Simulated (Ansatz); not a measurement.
## Phonons of Ag-W-W-Ag stack of (111) layers

The plan: relax Ag-W-W-Ag stack of (111) layers, check its phonons, and, if the lattice is stable, compute its Eliashberg function and ρ(T).

Main program and level: Ansatz 0.2.0; DFT PBEsol, scalar-relativistic, plane waves, PAW; PAW set soft_1.

## Step 1: The starting structure

The cell holds 4 atoms: 2 Ag and 2 W. Cell: a = 2.815 Å, b = 2.815 Å, c = 17.896 Å, α = 90.0°, β = 90.0°, γ = 120.0°. Vacuum lies along c.

## Step 2: Relaxing cell and atoms

Lattice constant and positions set the bands and the force constants, so the cell is relaxed first.

input.yaml reads:

```yaml
crystal:
  lattice:
    - [2.81524, 0.0, 0.0]
    - [-1.40762, 2.43807, 0.0]
    - [0.0, 0.0, 17.8959]
  atoms:
    - { symbol: Ag, position: [0.0, 0.0, 0.30733294] }
    - { symbol: W, position: [0.33333333, 0.66666667, 0.43577765] }
    - { symbol: W, position: [0.66666667, 0.33333333, 0.56422235] }
    - { symbol: Ag, position: [0.0, 0.0, 0.69266706] }
  periodic: [true, true, false]
kpoints:
  mp_grid: { grid: [12, 12, 1] }
hamiltonian:
  xc: pbesol
  pseudopotentials: { kind: paw, azcp: { folder: soft_1 }, xc_functional: pbe }
scf:
  occupations: { method: gaussian, width: 0.1 }
output:
  forces: true
  stress: true
  eigenvalues: true
relax:
  adjacent_minimum: "off"
  f_tol: 0.005
  max_steps: 80
  cell: { stress_2d_tol: 0.02 }
```

On the command line:

```bash
ansatz run input.yaml --threads 4 --pin off --max-ram 12288MiB --backend cpu --events-out ev --progress --plain --runs-dir out
```

Numbers of over 12 decimals in the logs are rounded to 6 here.

The program printed:

```text
Warning: crystal.periodic: the lattice vector that does not repeat stood 0.000° off the slab's normal, 17.896 Å along it as the deck builds it. The run solves the slab on a vector along the normal, 37.592 Å long, with every atom where it was (on the deck's vector they left 11.00 Å outside them, and the widest stretch free of ions among them is 2.30 Å). A fractional position that the run reports is one of the run's ce [...]
crystal.periodic: the lattice vector that does not repeat stood 0.000° off the slab's normal, 17.896 Å along it as the deck builds it. The run solves the slab on a vector along the normal, 37.592 Å long, with every atom where it was (on the deck's vector they left 11.00 Å outside them, and the widest stretch free of ions among them is 2.30 Å). A fractional position that the run reports is one of the run's cell, which [...]
Engine: ansatz 0.2.0, aarch64-unknown-linux-gnu
Pseudopotentials: kind: paw
Pseudopotential: Ag, paw, valence charge 19, recommended cutoff 420 eV (normal), soft_1/Ag.paw.azcp
Pseudopotential: W, paw, valence charge 14, recommended cutoff 420 eV (normal), soft_1/W.paw.azcp
Functional definition: PBEsol
  exchange = pbesol_x
  correlation = pbesol_c
Crystal: 4 atoms, lattice volume = 258.021 Å³
Basis set: ecut = 420 eV, 5081 PW (Γ), exchange–correlation on 40×40×512 points (8 copies of the dense FFT grid, shifted against one another)
Bands: 40, of which v1, the nominal top of the filled ones, is band 33 counted from 1 (32 counted from 0)
Symmetry: 12 space group operations
Space group: P-3m1 (ITA 164), of the structure as read, at distance tolerance 6.4e-5 Å
k-points: 19 of 144
Non-local potential: Ag, projectors of the file, l = 0: 3, l = 1: 2, l = 2: 2, l = 3: 1
Non-local potential: W, projectors of the file, l = 0: 3, l = 1: 2, l = 2: 2, l = 3: 1
PAW form: soft (Blöchl's): semilocal exchange-correlation on the pseudo side does not see the compensation charge
PAW frozen core: Ag, regenerated for the run's functional, and the local potential with it (the file was generated under x = pbe(κ = 0.804, μ = 0.219515), c = pbe(β = 0.066725))
PAW frozen core: W, regenerated for the run's functional, and the local potential with it (the file was generated under x = pbe(κ = 0.804, μ = 0.219515), c = pbe(β = 0.066725))
PAW one-centre angular grid: Ag, 590 points (default); XC on 64 Gauss nodes
PAW one-centre angular grid: W, 590 points (default); XC on 64 Gauss nodes
Initial density: superposition of atomic densities (neutral atoms: chi_scale 0, normalization atom)
Initial wavefunctions: pseudopotential atomic-orbital guess
Functional: x = pbesol(κ = 0.804, μ = 0.123457), c = pbesol(β = 0.046)
SCF iter   1: F=—  HF=-35561.623537 eV  |F-HF|=—  |Δ(HF+E_count)|=         —  Δρ=7.01e-2  dr2=8.01e1  ethr=3.10e-3  ⟨swp⟩=15.2  Hψ=5659  notcnv=0
preconditioner: auto → LDOS  [metal: Δε(μ)=0.052 eV  Ē_g=5.792 eV  σ=0.100 eV  W_gap=0.28  n_scr=26 (ndim 8)  ℏωp=13.5 eV  f_vac=0.714  D(μ)=3.60/eV (n_scr^D=18)  β→1.0]
SCF iter   2: F=—  HF=-35558.035007 eV  |F-HF|=—  |Δ(HF+E_count)|=    3.59e0  Δρ=2.74e-2  dr2=4.74e0  ethr=3.10e-3  ⟨swp⟩=4.3  Hψ=2100  notcnv=0  defer=37
SCF iter   3: F=—  HF=-35557.250099 eV  |F-HF|=—  |Δ(HF+E_count)|=   7.85e-1  Δρ=1.78e-2  dr2=2.80e0  ethr=3.10e-3  ⟨swp⟩=4.2  Hψ=2153  notcnv=0  defer=31
SCF iter   4: F=—  HF=-35556.908729 eV  |F-HF|=—  |Δ(HF+E_count)|=   3.41e-1  Δρ=7.28e-3  dr2=2.92e-1  ethr=3.10e-3  ⟨swp⟩=2.9  Hψ=1524  notcnv=0  defer=32
SCF iter   5: F=—  HF=-35556.869414 eV  |F-HF|=—  |Δ(HF+E_count)|=   3.93e-2  Δρ=1.98e-3  dr2=2.71e-2  ethr=4.43e-4  ⟨swp⟩=3.5  Hψ=1691  notcnv=0  defer=29
SCF iter   6: F=—  HF=-35556.867042 eV  |F-HF|=—  |Δ(HF+E_count)|=   2.37e-3  Δρ=7.54e-4  dr2=7.48e-3  ethr=4.11e-5  ⟨swp⟩=3.5  Hψ=1713  notcnv=0  defer=28
SCF iter   7: F=—  HF=-35556.866606 eV  |F-HF|=—  |Δ(HF+E_count)|=   4.35e-4  Δρ=6.06e-4  dr2=1.24e-3  ethr=1.13e-5  ⟨swp⟩=3.1  Hψ=1451  notcnv=0  defer=28
SCF iter   8: F=—  HF=-35556.866600 eV  |F-HF|=—  |Δ(HF+E_count)|=   6.10e-6  Δρ=1.69e-4  dr2=1.36e-4  ethr=1.89e-6  ⟨swp⟩=3.3  Hψ=1514  notcnv=0  defer=28
SCF iter   9: F=—  HF=-35556.866629 eV  |F-HF|=—  |Δ(HF+E_count)|=   2.91e-5  Δρ=5.03e-5  dr2=1.16e-5  ethr=2.06e-7  ⟨swp⟩=3.3  Hψ=1469  notcnv=0  defer=28
SCF iter  10: F=—  HF=-35556.866836 eV  |F-HF|=—  |Δ(HF+E_count)|=   2.07e-4  Δρ=1.10e-5  dr2=3.52e-7  ethr=1.76e-8  ⟨swp⟩=3.4  Hψ=1525  notcnv=0  defer=28
iter 11 did not close the SCF: its close was put off until two iterations running show no level that it waits for move by more than its bar (scf_convergence_deferred on its scf_iter line)
SCF iter  11: F=-35556.866836 eV  HF=-35556.866836 eV  |F-HF|=1.18e-8  |Δ(HF+E_count)|=   1.87e-7  Δρ=3.57e-6  dr2=6.67e-8  ethr=1.52e-10  ⟨swp⟩=20.6  Hψ=5643  notcnv=0
iter 12 did not close the SCF: its close was put off until two iterations running show no level that it waits for move by more than its bar (scf_convergence_deferred on its scf_iter line)
SCF iter  12: F=-35556.866836 eV  HF=-35556.866836 eV  |F-HF|=2.08e-8  |Δ(HF+E_count)|=   4.23e-8  Δρ=6.83e-7  dr2=9.73e-10  ethr=1.01e-10  ⟨swp⟩=4.1  Hψ=2944  notcnv=0
SCF iter  13: F=-35556.866836 eV  HF=-35556.866836 eV  |F-HF|=2.05e-9  |Δ(HF+E_count)|=   1.91e-8  Δρ=1.84e-7  dr2=7.44e-11  ethr=1.47e-12  ⟨swp⟩=3.6  Hψ=2684  notcnv=0
SCF 1 converged in 13 iterations: F = -35556.866836 eV  dr2 = 7.44e-11
  greatest PAW one-centre occupation: 1.001 electrons in one spin orbital (limit 2), on the Ag atom at site 3 (counted from 0), in its partial waves of l = 0
relax step   1: F+E_penalty+E_count = -35556.86683632 eV  Δ(F+E_penalty+E_count) = +0.000e0 eV  max|allowed force component| = 5.129e-1 eV/Å  Δτ_max = 0.0000 Å  P = -3.480 N/m  Ω = 258.021 Å³  fix = [c, alpha, beta]  reactions: c -0.000 N/m  (13 SCF iters, dr2 threshold 1.00e-7 eV, accepted)
Crystal: 4 atoms, lattice volume = 250.964 Å³
Basis set: ecut = 420 eV, 4925 PW (Γ), exchange–correlation on 40×40×512 points (8 copies of the dense FFT grid, shifted against one another)
Initial density: handed on by an earlier stage of this run
Initial wavefunctions: those handed on with the density
iter 1 solved again at ethr=5.23e-4 eV; its pass at ethr=3.10e-3 eV (dr2=3.45e-1 eV) is discarded
SCF iter   1: F=—  HF=-35557.032774 eV  |F-HF|=—  |Δ(HF+E_count)|=         —  Δρ=7.88e-3  dr2=3.68e-1  ethr=5.23e-4  ⟨swp⟩=2.5  Hψ=5430  notcnv=0
preconditioner: auto → LDOS  [metal: Δε(μ)=0.015 eV  Ē_g=6.733 eV  σ=0.100 eV  W_gap=0.08  n_scr=26 (ndim 8)  ℏωp=13.7 eV  f_vac=0.705  D(μ)=5.54/eV (n_scr^D=22)  β→1.0]
[...]
SCF iter   1: F=—  HF=-35556.997035 eV  |F-HF|=—  |Δ(HF+E_count)|=         —  Δρ=1.47e-3  dr2=4.14e-2  ethr=6.12e-5  ⟨swp⟩=3.2  Hψ=5003  notcnv=0
preconditioner: auto → LDOS  [metal: Δε(μ)=0.018 eV  Ē_g=6.700 eV  σ=0.100 eV  W_gap=0.10  n_scr=26 (ndim 8)  ℏωp=13.8 eV  f_vac=0.704  D(μ)=5.53/eV (n_scr^D=24)  β→1.0]
SCF iter   2: F=—  HF=-35556.995423 eV  |F-HF|=—  |Δ(HF+E_count)|=   1.61e-3  Δρ=1.26e-3  dr2=9.89e-3  ethr=6.12e-5  ⟨swp⟩=2.3  Hψ=1088  notcnv=0
SCF iter   3: F=—  HF=-35556.994162 eV  |F-HF|=—  |Δ(HF+E_count)|=   1.26e-3  Δρ=4.86e-4  dr2=3.60e-3  ethr=1.50e-5  ⟨swp⟩=3.6  Hψ=1585  notcnv=0
SCF iter   4: F=—  HF=-35556.994025 eV  |F-HF|=—  |Δ(HF+E_count)|=   1.36e-4  Δρ=2.10e-4  dr2=1.73e-3  ethr=5.46e-6  ⟨swp⟩=1.7  Hψ=948  notcnv=0
SCF iter   5: F=—  HF=-35556.993934 eV  |F-HF|=—  |Δ(HF+E_count)|=   9.12e-5  Δρ=8.20e-5  dr2=2.53e-4  ethr=2.62e-6  ⟨swp⟩=1.8  Hψ=919  notcnv=0
SCF iter   6: F=—  HF=-35556.994163 eV  |F-HF|=—  |Δ(HF+E_count)|=   2.29e-4  Δρ=4.49e-5  dr2=2.07e-5  ethr=3.83e-7  ⟨swp⟩=3.0  Hψ=1318  notcnv=0
SCF iter   7: F=—  HF=-35556.994161 eV  |F-HF|=—  |Δ(HF+E_count)|=   2.27e-6  Δρ=2.83e-5  dr2=1.08e-5  ethr=3.13e-8  ⟨swp⟩=3.2  Hψ=1577  notcnv=0
SCF iter   8: F=—  HF=-35556.994160 eV  |F-HF|=—  |Δ(HF+E_count)|=   7.23e-7  Δρ=1.32e-5  dr2=2.89e-6  ethr=1.63e-8  ⟨swp⟩=2.4  Hψ=1113  notcnv=0
SCF iter   9: F=-35556.994160 eV  HF=-35556.994160 eV  |F-HF|=3.29e-8  |Δ(HF+E_count)|=   1.29e-7  Δρ=3.27e-6  dr2=6.08e-8  ethr=6.06e-10  ⟨swp⟩=9.8  Hψ=5049  notcnv=0
SCF 3 converged in 9 iterations: F = -35556.994160 eV  dr2 = 6.08e-8
relax step   3: F+E_penalty+E_count = -35556.99416025 eV  Δ(F+E_penalty+E_count) = -1.370e-2 eV  max|allowed force component| = 5.580e-2 eV/Å  Δτ_max = 0.0151 Å  P = +0.830 N/m  Ω = 246.898 Å³  energy of the carried Pulay correction = +1.401e-3 eV  fix = [c, alpha, beta]  reactions: c +0.000 N/m  (9 SCF iters, dr2 threshold 4.00e-7 eV, accepted)
[...]
relax step   4: F+E_penalty+E_count = -35556.99474075 eV  Δ(F+E_penalty+E_count) = -5.805e-4 eV  max|allowed force component| = 3.005e-3 eV/Å  Δτ_max = 0.0049 Å  P = -0.055 N/m  Ω = 247.814 Å³  energy of the carried Pulay correction = +1.284e-3 eV  fix = [c, alpha, beta]  reactions: c -0.000 N/m  (6 SCF iters, dr2 threshold 4.00e-7 eV, accepted)
[...]
relax step   5: F+E_penalty+E_count = -35556.99474939 eV  Δ(F+E_penalty+E_count) = -8.640e-6 eV  max|allowed force component| = 7.973e-4 eV/Å  Δτ_max = 0.0004 Å  P = -0.001 N/m  Ω = 247.774 Å³  energy of the carried Pulay correction = +1.289e-3 eV  fix = [c, alpha, beta]  reactions: c -0.000 N/m  (7 SCF iters, dr2 threshold 2.64e-9 eV, accepted)
Initial wavefunctions: pseudopotential atomic-orbital guess (no wavefunctions were taken with the density)
iter 1 solved again at ethr=1.25e-7 eV; its pass at ethr=3.10e-3 eV (dr2=8.27e-5 eV) is discarded
SCF iter   1: F=—  HF=-35556.993269 eV  |F-HF|=—  |Δ(HF+E_count)|=         —  Δρ=4.77e-5  dr2=9.29e-7  ethr=1.25e-7  ⟨swp⟩=7.4  Hψ=9254  notcnv=0
preconditioner: auto → LDOS  [metal: Δε(μ)=0.058 eV  Ē_g=6.707 eV  σ=0.100 eV  W_gap=0.30  n_scr=26 (ndim 8)  ℏωp=13.8 eV  f_vac=0.705  D(μ)=5.56/eV (n_scr^D=24)  β→1.0]
SCF iter   2: F=—  HF=-35556.993467 eV  |F-HF|=—  |Δ(HF+E_count)|=   1.98e-4  Δρ=2.73e-5  dr2=1.48e-6  ethr=1.41e-9  ⟨swp⟩=4.2  Hψ=2108  notcnv=0
SCF iter   3: F=—  HF=-35556.993466 eV  |F-HF|=—  |Δ(HF+E_count)|=   3.80e-7  Δρ=1.30e-5  dr2=4.28e-7  ethr=1.41e-9  ⟨swp⟩=3.1  Hψ=1753  notcnv=0
SCF iter   4: F=—  HF=-35556.993466 eV  |F-HF|=—  |Δ(HF+E_count)|=   2.19e-8  Δρ=3.58e-6  dr2=3.45e-8  ethr=6.48e-10  ⟨swp⟩=3.0  Hψ=1387  notcnv=0
SCF iter   5: F=—  HF=-35556.993466 eV  |F-HF|=—  |Δ(HF+E_count)|=   8.24e-9  Δρ=6.50e-7  dr2=6.09e-9  ethr=5.23e-11  ⟨swp⟩=3.2  Hψ=1680  notcnv=0
SCF iter   6: F=—  HF=-35556.993466 eV  |F-HF|=—  |Δ(HF+E_count)|=  5.46e-10  Δρ=2.08e-7  dr2=6.24e-10  ethr=9.22e-12  ⟨swp⟩=3.5  Hψ=1424  notcnv=0
SCF iter   7: F=—  HF=-35556.993466 eV  |F-HF|=—  |Δ(HF+E_count)|=   1.12e-9  Δρ=7.91e-8  dr2=2.18e-11  ethr=1.00e-12  ⟨swp⟩=2.5  Hψ=1187  notcnv=0
SCF iter   8: F=—  HF=-35556.993466 eV  |F-HF|=—  |Δ(HF+E_count)|=  4.07e-10  Δρ=2.35e-8  dr2=5.40e-12  ethr=1.00e-12  ⟨swp⟩=1.2  Hψ=797  notcnv=0
SCF iter   9: F=-35556.993466 eV  HF=-35556.993466 eV  |F-HF|=2.11e-10  |Δ(HF+E_count)|=  3.64e-11  Δρ=2.26e-8  dr2=1.17e-12  ethr=1.00e-12  ⟨swp⟩=13.7  Hψ=5208  notcnv=0
SCF 6 converged in 9 iterations: F = -35556.993466 eV  dr2 = 1.17e-12
relax step   6: F+E_penalty+E_count = -35556.99346620 eV  Δ(F+E_penalty+E_count) = +1.283e-3 eV  max|allowed force component| = 7.983e-4 eV/Å  Δτ_max = 0.0000 Å  P = +0.003 N/m  Ω = 247.774 Å³  fix = [c, alpha, beta]  reactions: c +0.000 N/m  stress off target by 2.94e-3 N/m on what of the cell is left free  SCF on the basis re-selected at this cell (its energy is not comparable with the rows above)  (9 SCF iters)
basis re-selected at this cell: Δ(F+E_penalty+E_count) = +1.283e-3 eV, ΔP = +0.004 N/m vs the last step (what re-selecting the basis moved, of the pressure what is left beyond the Pulay correction that the steps carried, after the strain that the cell walked since its last selection, with what the two solves' SCF thresholds leave and, on support functions, any second-order correction that the steps lacked; it is no m [...]
SCF converged after 9 iterations
Free energy (F): -35556.993466 eV
Harris-Foulkes:  -35556.993466 eV  (|F-HF|=2.11e-10)
Internal energy: -35556.965681 eV  (E = F + TS)
E sigma→0 (E₀):  -35556.979574 eV
Entropy (-TS):   -0.027785 eV (-6.946 meV/atom)
Fermi energy:    -4.707256 eV
--- Per-component energies (eV) ---
  E_band       = -2226.292506
  E_kinetic    = 1779.349248
  E_local      = -367727.750507  (includes V_loc(G=0)·N_el)
  E_nonlocal   = 24.122098
  E_hartree    = 182944.619660
  E_xc         = -846.972436
  E_vxc        = -862.735625  (∫ρ·V_xc dr)
  E_paw        = -24677.855634  (= ΣΔE_a)
  E_vpaw       = -1328.517923  (= ΣTr[D̂ρ^β])
  E_aug_tail   = 0.001042  (compensation charges beyond the density's cutoff)
  E_ewald      = 172946.431652
  E_core_change = 1.089196  (= ΣΔE_core)
  E_smearing   = -0.027785  (= −TS)
  E_closure    = -0.000000  (closes the sum)
  Σ components = -35556.993466   (vs F -35556.993466, Δ=0.00e0)
--- Forces (eV/Å), atoms counted from 1 ---
  atom   1  Ag     0.00000000     0.00000000     0.00019510
  atom   2  W     -0.00000000    -0.00000000     0.00079831
  atom   3  W      0.00000000     0.00000000    -0.00079831
  atom   4  Ag    -0.00000000    -0.00000000    -0.00019510
  max |Σ_I F_I| component: 3.47e-18 eV/Å
--- 2D stress c σ (N/m, compression-positive) ---
        0.002935       0.000000       0.000000
        0.000000       0.002935       0.000000
        0.000000       0.000000       0.000000
  P = ½ c Tr σ = 0.0029 N/m
--- Band table (eV; the first three rows and the last of 19) ---
  k-point 0: bands = [... 29 lower, -8.2502, -6.4938, -5.4162, -5.1226, -5.1226, -4.8336, -4.8336, -4.7658, ... 3 higher]
  k-point 1: bands = [... 29 lower, -8.2760, -6.4344, -5.4411, -5.3906, -4.8582, -4.8420, -4.6970, -4.5819, ... 3 higher]
  k-point 2: bands = [... 29 lower, -8.3479, -6.4664, -6.0748, -5.6454, -4.6931, -4.2922, -4.1236, -3.8803, ... 3 higher]
  k-point 18: bands = [... 29 lower, -5.8554, -5.6080, -5.6080, -5.5506, -3.4832, -2.1776, -2.1776, 1.2187, ... 3 higher]
--- Relaxed structure (5 steps of the walk, 5 accepted, 1 SCFs on fresh bases) ---
  F+E_penalty+E_count = -35556.99346620 eV   max|allowed force component| = 7.983e-4 eV/Å   (the final SCF, on the basis selected at the relaxed cell)
  cell:  # Å, volume = 247.7735 Å³
    - [2.758770, 0.0, 0]
    - [-1.379385, 2.389165, 0]
    - [0, 0, 37.591801756216]
  atoms:
    - { symbol: Ag, position: [-1.0378221213999644e-17, -2.9652060611427552e-18, 0.141112] }
    - { symbol: W, position: [0.333333, 0.666667, 0.206211] }
    - { symbol: W, position: [0.666667, 0.333333, 0.269847] }
    - { symbol: Ag, position: [1.0378221213999645e-17, 2.9652060611427568e-18, 0.334947] }
```

Elapsed: 21 s, on 4 threads of Arm Neoverse V2, shared host; peak memory 0.7 GiB.

Step by step:

```csv
step,energy less that of the first step (eV),largest force component (eV/Å),volume (Å³)
1,0.0000,0.5129,258.02
2,-0.1136,0.3214,250.96
3,-0.1273,0.0558,246.90
4,-0.1279,0.0030,247.81
5,-0.1279,0.0008,247.77
6*,-0.1266,0.0008,247.77
```

Relaxation steps marked * repeat the geometry before them on a plane-wave basis chosen anew for their cell, so energy and pressure can jump there.

Forces are held to the 12 operations that the run works with; a distortion that breaks them can't arise in this run.

```csv
cell as run,before,after,change
a (Å),2.815,2.759,-2.0 %
b (Å),2.815,2.759,-2.0 %
```

The atoms that moved most (Å, along periodic axes as changes of fractional coordinates times the final cell, across vacuum about the mean position):

```csv
atom,dx,dy,dz,length
Ag4,0.000,0.000,0.195,0.195
Ag1,0.000,0.000,-0.195,0.195
W2,0.000,0.000,-0.047,0.047
W3,0.000,0.000,0.047,0.047
```

The relaxed structure:

```cif
data_structure
_symmetry_space_group_name_H-M 'P 1'
_symmetry_Int_Tables_number 1
_cell_length_a 2.7588
_cell_length_b 2.7588
_cell_length_c 37.5918
_cell_angle_alpha 90.000
_cell_angle_beta 90.000
_cell_angle_gamma 120.000
_cell_volume 247.77
loop_
_atom_site_label
_atom_site_type_symbol
_atom_site_fract_x
_atom_site_fract_y
_atom_site_fract_z
_atom_site_occupancy
Ag1 Ag 0.00000 0.00000 0.14111 1
W2 W 0.33333 0.66667 0.20621 1
W3 W 0.66667 0.33333 0.26985 1
Ag4 Ag 0.00000 0.00000 0.33495 1
```

This step gave:

```
metallic on mesh  : yes
gap on the k-mesh : 0 eV
```

The relaxation ends with a largest force component of 8.0e-4 eV/Å.

## Step 3: Tight relaxation

Residual forces and stress shift phonon frequencies, so the cell is relaxed again, with tight thresholds and the mesh and smearing of this input.

input.yaml, the sections that differ from step 2:

```yaml
crystal:
  lattice:
    - [2.7587704045, 0.0, 0.0]
    - [-1.3793852022, 2.3891652535, 0.0]
    - [0.0, 0.0, 37.5918017562]
  atoms:
    - { symbol: Ag, position: [0.0, 0.0, 0.1411118899] }
    - { symbol: W, position: [0.3333333333, 0.6666666667, 0.2062112093] }
    - { symbol: W, position: [0.6666666667, 0.3333333333, 0.269847377] }
    - { symbol: Ag, position: [0.0, 0.0, 0.3349466964] }
  periodic: [true, true, false]
scf:
  occupations: { method: methfessel_paxton, width: 0.2 }
relax:
  adjacent_minimum: "off"
  f_tol: 0.001
  max_steps: 60
  cell: { stress_2d_tol: 0.002 }
# kpoints, hamiltonian, output: as in step 2
```

The program printed:

```text
[the first part of the log is left out]
  E_aug_tail   = 0.001042  (compensation charges beyond the density's cutoff)
  E_ewald      = 172951.745885
  E_core_change = 1.089196  (= ΣΔE_core)
  E_smearing   = -0.016285  (= −TS)
  E_closure    = 0.000000  (closes the sum)
  Σ components = -35556.985042   (vs F -35556.985042, Δ=0.00e0)
--- Forces (eV/Å), atoms counted from 1 ---
  atom   1  Ag     0.00000000    -0.00000000     0.00000420
  atom   2  W     -0.00000000     0.00000000    -0.00007908
[...]
-0.000000      -0.000000       0.000000
  P = ½ c Tr σ = 0.0008 N/m
--- Band table (eV; the first three rows and the last of 19) ---
[...]
--- Relaxed structure (4 steps of the walk, 3 accepted, 1 SCFs on fresh bases) ---
[...]
cell:  # Å, volume = 247.8149 Å³
    - [2.759001, -2.886993249563052e-11, 0]
    - [-1.379500, 2.389365, 0]
    - [0, 0, 37.5918017562]
  atoms:
    - { symbol: Ag, position: [0, 0, 0.141148] }
    - { symbol: W, position: [0.333333, 0.666667, 0.206221] }
    - { symbol: W, position: [0.666667, 0.333333, 0.269838] }
    - { symbol: Ag, position: [0, 0, 0.334910] }
```

It took 17 s on 4 threads; peak memory 0.69 GiB; 64 s of CPU time.

Little changed from the start: no atom moved by 0.005 Å and no cell edge by 0.1 %.

[end of part 1 of 2]

[Logs are printed without paths, hosts, clocks, repeated set-up lines and the standing remarks that a program may print on its own settings, such as how far it seeks lower states.]

[Hosts, paths, dates, database ids (printed as entryN), source tags and the programs' standing remarks are cut or masked in the printed files.]
